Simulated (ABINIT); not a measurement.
# A GW chain in ABINIT: Diamond (Fd-3m, 2 atoms a cell)

Wanted: ground state, empty states, screening and self-energy for Diamond (Fd-3m, 2 atoms a cell).

Program: ABINIT 10.8.3. Level of theory: LDA and many-body steps on it, plane waves. Results are calculated unless marked as measured.

**What was measured.**

- Gap 5.5 eV: band gap, experimental literature value; bulk crystal (quoted in “Fermi level pinning by defects can explain the large reported carbon 1s binding energy variations in diamond”, 2019, arxiv:1902.02958).

- Gap 5.47 eV: experimental band gap used as input; bulk crystal (quoted in “Enhanced Electron Emission Performance and Air‐Surface Stability in ScO‐Terminated Diamond for Thermionic Energy Converters”, 2024, pmc:11600692).

## (1) The structure

It takes space group Fd-3m (No. 227, cubic). Conventional cell: a = 3.567 Å, b = 3.567 Å, c = 3.567 Å, α = 90.00°, β = 90.00°, γ = 90.00°. C has 4 C at 1.54 Å nearest.

The cell and positions come from the Crystallography Open Database and are kept as given unless a step says otherwise.

## (2) Ground state

This step: ABINIT 10.8.3; DFT, LDA, plane waves, norm-conserving pseudopotentials.

The ground-state density comes first.

run.abi reads:

```
acell 3*1.0 Angstrom
rprim 
  -0.000000000000 1.783370000000 1.783370000000
  1.783370000000 -0.000000000000 1.783370000000
  1.783370000000 1.783370000000 0.000000000000
ntypat 1
znucl 6
natom 2
typat 1 1
xred 
  -0.000000000000 0.000000000000 0.000000000000
  0.250000000000 0.250000000000 0.250000000000
pp_dirpath "pseudos"
pseudos "C.upf"
ecut 37
ngkpt 10 10 10
nshiftk 1
shiftk 0 0 0
kptopt 1
chksymbreak 0
nband 9
occopt 1
tolvrs 1e-10
nstep 60
prtwf 0
optforces 0
optstress 0
indata_prefix "in"
outdata_prefix "out"
tmpdata_prefix "tmp"
```

Command:

```console
> OMP_NUM_THREADS=1 mpirun -n 4 abinit run.abi > log
```

Numbers of over 12 decimals in the logs are rounded to 6 here.

What it wrote:

```text
.Version 10.8.3 of ABINIT. v10.8.2 released Aug 2026.

 Symmetries : space group Fd -3 m (#227); Bravais cF (face-center cubic)
================================================================================
 Values of the parameters that define the memory need of the present run
     intxc =       0    ionmov =       0      iscf =       7    lmnmax =       4
     lnmax =       4     mgfft =      30  mpssoang =       2    mqgrid =    3001
     natom =       2  nloc_mem =       1    nspden =       1   nspinor =       1
    nsppol =       1      nsym =      48    n1xccc =    2501    ntypat =       1
    occopt =       1   xclevel =       1
-    mband =           9        mffmem =           1         mkmem =          12
       mpw =         845          nfft =       27000          nkpt =          47
================================================================================
  Rough estimation (10% accuracy) of disk space for files :
================================================================================

--------------------------------------------------------------------------------
------------- Echo of variables that govern the present computation ------------
--------------------------------------------------------------------------------
 -outvars: echo values of preprocessed input variables --------
            acell      1.8897261259E+00  1.8897261259E+00  1.8897261259E+00 Bohr

      chksymbreak           0
             ecut      3.70000000E+01 Hartree
-          fftalg         312

              ixc       -1012
              kpt      0.00000000E+00  0.00000000E+00  0.00000000E+00
                       1.00000000E-01  0.00000000E+00  0.00000000E+00
                       2.00000000E-01  0.00000000E+00  0.00000000E+00
                       3.00000000E-01  0.00000000E+00  0.00000000E+00
                       4.00000000E-01  0.00000000E+00  0.00000000E+00
                       5.00000000E-01  0.00000000E+00  0.00000000E+00
                       1.00000000E-01  1.00000000E-01  0.00000000E+00
                       2.00000000E-01  1.00000000E-01  0.00000000E+00
                       3.00000000E-01  1.00000000E-01  0.00000000E+00
   [... 36 further rows ...]
                      -3.00000000E-01  4.00000000E-01  2.00000000E-01
                      -3.00000000E-01  5.00000000E-01  2.00000000E-01
         kptrlatt       10    0    0      0   10    0      0    0   10
          kptrlen      4.76601409E+01
P           mkmem          12
            natom           2
            nband           9
            ngfft          30      30      30
             nkpt          47
            nstep          60
             nsym          48
           ntypat           1
              occ      2.000000  2.000000  2.000000  2.000000  0.000000  0.000000
[...]
optforces           0
        optstress           0
            prtwf           0
            rprim     -0.0000000000E+00  1.7833700000E+00  1.7833700000E+00
[...]
spgroup         227

           tolvrs      1.00000000E-10

             xred      0.0000000000E+00  0.0000000000E+00  0.0000000000E+00
[...]
znucl        6.00000

================================================================================

 chkinp: Checking input parameters for consistency.

================================================================================
== DATASET  1 ==================================================================
-   mpi_nproc: 4, omp_nthreads: 1 (-1 if OMP is not activated)

--- !DatasetInfo
iteration_state: {dtset: 1, }
dimensions: {natom: 2, nkpt: 47, mband: 9, nsppol: 1, nspinor: 1, nspden: 1, mpw: 845, }
cutoff_energies: {ecut:  37.0, pawecutdg:  -1.0, }
electrons: {nelect:   8.00000000E+00, charge:   0.00000000E+00, occopt:   1.00000000E+00, tsmear:   1.00000000E-02, }

 Real(R)+Recip(G) space primitive vectors, cartesian coordinates (Bohr,Bohr^-1):
 R(1)=  0.0000000  3.3700809  3.3700809  G(1)= -0.1483644  0.1483644  0.1483644
 R(2)=  3.3700809  0.0000000  3.3700809  G(2)=  0.1483644 -0.1483644  0.1483644
 R(3)=  3.3700809  3.3700809  0.0000000  G(3)=  0.1483644  0.1483644 -0.1483644
 Unit cell volume ucvol=  7.6551017E+01 bohr^3
 Angles (23,13,12)=  6.00000000E+01  6.00000000E+01  6.00000000E+01 degrees

 getcut: wavevector=  0.0000  0.0000  0.0000  ngfft=  30  30  30
         ecut(hartree)=     37.000   => boxcut(ratio)=   2.30135

 getcut : COMMENT -
  Note that boxcut > 2.2 ; recall that boxcut=Gcut(box)/Gcut(sphere) = 2
  is sufficient for exact treatment of convolution.
  Such a large boxcut is a waste : you could raise ecut
  e.g. ecut=   48.989798 Hartrees makes boxcut=2

--- Pseudopotential description ------------------------------------------------
- C Generated using ONCVPSP code by D. R. Hamann
-  6.00000   4.00000  180309                  znucl, zion, pspdat
12 -1012 1 -1 1234                            pspcod,pspxc,lmax,lloc,mmax
     nproj     2     2
  pspatm : epsatm=    4.35103003
         --- l  ekb(1:nproj) -->
[...]
1   -4.185684   -0.892924
 pspatm: atomic psp has been read  and splines computed

   6.96164805E+01                                ecore*ucvol(ha*bohr**3)
--------------------------------------------------------------------------------

_setup2: Arith. and geom. avg. npw (full set) are     822.485     822.457

================================================================================

--- !BeginCycle
iteration_state: {dtset: 1, }
solver: {iscf: 7, nstep: 60, nline: 4, wfoptalg: 0, }
tolerances: {tolvrs: 1.00E-10, }

     iter   Etot(hartree)      deltaE(h)  residm     vres2
 ETOT  1  -12.045968769782    -1.205E+01 1.523E-01 7.209E+01
 ETOT  2  -12.063805947232    -1.784E-02 6.665E-03 2.061E-01
 ETOT  3  -12.063825716639    -1.977E-05 3.224E-03 6.572E-03
 ETOT  4  -12.063826148751    -4.321E-07 1.602E-03 5.775E-06
 ETOT  5  -12.063826149108    -3.574E-10 1.268E-03 5.807E-09
 ETOT  6  -12.063826149108     1.030E-13 1.212E-03 4.572E-11

 At SCF step    6       vres2   =  4.57E-11 < tolvrs=  1.00E-10 =>converged.

--- !ResultsGS
iteration_state: {dtset: 1, }
comment   : Summary of ground state results
lattice_vectors:
- [ -0.0000000,   3.3700809,   3.3700809, ]
- [  3.3700809,  -0.0000000,   3.3700809, ]
- [  3.3700809,   3.3700809,   0.0000000, ]
lattice_lengths: [   4.76601,    4.76601,    4.76601, ]
lattice_angles: [ 60.000,  60.000,  60.000, ] # degrees, (23, 13, 12)
lattice_volume:   7.6551017E+01
convergence: {deltae:  1.030E-13, res2:  4.572E-11, residm:  1.212E-03, diffor:  0.000E+00, }
etotal    :  -1.20638261E+01
entropy   :   0.00000000E+00
fermie    :   3.68790911E-01
cartesian_stress_tensor: null
pressure_GPa: null
xred      :
- [  0.0000E+00,   0.0000E+00,   0.0000E+00,  C]
- [  2.5000E-01,   2.5000E-01,   2.5000E-01,  C]
cartesian_forces: null
force_length_stats: {min: null, max: null, mean: null, }

 Integrated electronic density in atomic spheres:
 ------------------------------------------------
 Atom  Sphere_radius  Integrated_density
    1        2.00000          4.69161343
    2        2.00000          4.65376417
================================================================================

 ----iterations are completed or convergence reached----

 Mean square residual over all n,k,spin=   61.993E-07; max=  12.116E-04
 reduced coordinates (array xred) for    2 atoms
       0.000000000000      0.000000000000      0.000000000000
       0.250000000000      0.250000000000      0.250000000000
 rms dE/dt=  0.0000E+00; max dE/dt=  0.0000E+00; dE/dt below (all hartree)
    1       0.000000000000      0.000000000000      0.000000000000
    2       0.000000000000      0.000000000000      0.000000000000

 cartesian coordinates (angstrom) at end:
    1      0.000000     0.000000     0.000000
    2      0.891685     0.891685     0.891685
 length scales=  1.889726125908  1.889726125908  1.889726125908 bohr
              =  1.000000000000  1.000000000000  1.000000000000 angstroms
 prteigrs : about to open file out_EIG
 Fermi (or HOMO) energy (hartree) =   0.36879   Average Vxc (hartree)=  -0.50413
 Eigenvalues (hartree) for nkpt=  47  k points:
 kpt#   1, nband=  9, wtk=  0.00100, kpt=  0.0000  0.0000  0.0000 (reduced coord)
  -0.41574    0.36879    0.36879    0.36879    0.57315    0.57315    0.57315    0.86555
   1.06680
 prteigrs : prtvol=0 or 1, do not print more k-points.

--- !EnergyTerms
iteration_state     : {dtset: 1, }
comment             : Components of total free energy in Hartree
kinetic             :  8.52275355347911E+00
hartree             :  9.56771026470832E-01
xc                  : -4.33221440732825E+00
Ewald energy        : -1.27873442426994E+01
psp_core            :  9.09412870299240E-01
local_psp           : -4.68051972096022E+00
non_local_psp       : -6.52685228369418E-01
total_energy        : -1.20638261491081E+01
total_energy_eV     : -3.28273432947746E+02
band_energy         :  3.27132636195771E-01

== END DATASET(S) ==============================================================
================================================================================

 -outvars: echo values of variables after computation  --------
           etotal     -1.2063826149E+01
            nband           9
             nkpt          47
          spgroup         227
 [... the other variables as echoed above ...]

 Calculation completed.
```

Elapsed: 3 s, on 4 MPI ranks of Arm Neoverse V2, shared host; peak memory 0.22 GiB; 12 s of CPU time.

This step gave:

- total energy: -328.2734 eV
- gap: 4.179 eV
- k of the valence top: 0, 0, 0
- k of the conduction bottom: 0.4, 0.4, 0
- least direct gap: 5.561 eV

The gap is indirect, with the least direct gap 1.38 eV higher.

[end of part 1 of 3]

[Paths, hosts, dates, memory and timing lines, banners, echoed tables and standing remarks are left out of the program output.]

[Logs are printed without paths, hosts, clocks, repeated set-up lines and the standing remarks that a program may print on its own settings, such as how far it seeks lower states.]

[Runs of the session that timed out or met a known fault of the program may be left out.]

[Hosts, paths, dates, database ids (printed as entryN), source tags and the programs' standing remarks are cut or masked in the printed files.]

[G0W0 gaps are taken among the corrected bands and points alone; a level outside them can change the order at an edge.]

[Where Ansatz stands beside ABINIT at settings called matched, ABINIT's density can come from a denser mesh and the files from another edition; pairs whose starting gaps differed by over 0.03 eV were left out, so agreement reads better than it is.]
